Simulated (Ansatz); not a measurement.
# Time against size: LiCN (Pnma) (72 atoms) repeated, support functions

The cell holds 72 atoms: 24 Li, 24 C and 24 N. Cell: a = 8.730 Å, b = 11.190 Å, c = 13.040 Å, α = 90.0°, β = 90.0°, γ = 90.0°. It derives from LiCN (Pnma), repeated 1×3×2. LiCN, space group Pnma, structure from the Crystallography Open Database, 1 x 3 x 2 conventional cells; every coordinate displaced by a Gaussian of 0.06 Å.

Calculated with Ansatz 0.2.0: Kohn-Sham DFT, PBE, PAW (set soft_2), localised support functions (medium); the typed cell is repeated and solved at Γ on 1 × NVIDIA GB200 with 32 threads of Arm Neoverse V2, shared host.

| atoms | wall time (s) | repeats | SCF cycles |
| --- | --- | --- | --- |
| 72 | 2.34 | 1×1×1 | 15 |
| 144 | ? | ? | ? |
| 864 | 12.65 | 3×2×2 | 16 |
| 2592 | 49.02 | 4×3×3 | 17 |
| 6912 | 279.9 | 6×4×4 | 17 |

**Question.** Fit a power law of the atom count to the rows given and interpolate to the withheld row.

**Working.**

A power law y = A x^b is a line in u = ln x and v = ln y.

| u = ln x | v = ln y |
| --- | --- |
| 4.27667 | 0.850151 |
| 6.76157 | 2.53766 |
| 7.86019 | 3.89223 |
| 8.84101 | 5.63447 |

With n = 4: mean u = 6.93486, mean v = 3.22863, Σ(u − ū)² = 11.586, Σ(u − ū)(v − v̄) = 11.642. Slope b = 11.642 / 11.586 = 1.0049; intercept a = v̄ − b ū = -3.7400.

At the withheld row u = 4.970, v = a + b u = 1.254, and y = exp(v).

Prediction at 144: 3.504 s. The run gave 3.37 s, so the fit is high by 0.13 s (4.0 % of the value).

The fitted exponent is 1.0. Between neighbouring rows, the withheld one included, the exponents are 0.53, 0.74, 1.2 and 1.8, so one power law doesn't hold over the range. Among the rows given, the largest relative miss of the fit is at 864, by 8.6 s (68 %).

Limits: One run a row; fixed overheads weigh on the small cells.

[Hosts, paths, dates, database ids (printed as entryN), source tags and the programs' standing remarks are cut or masked in the printed files.]
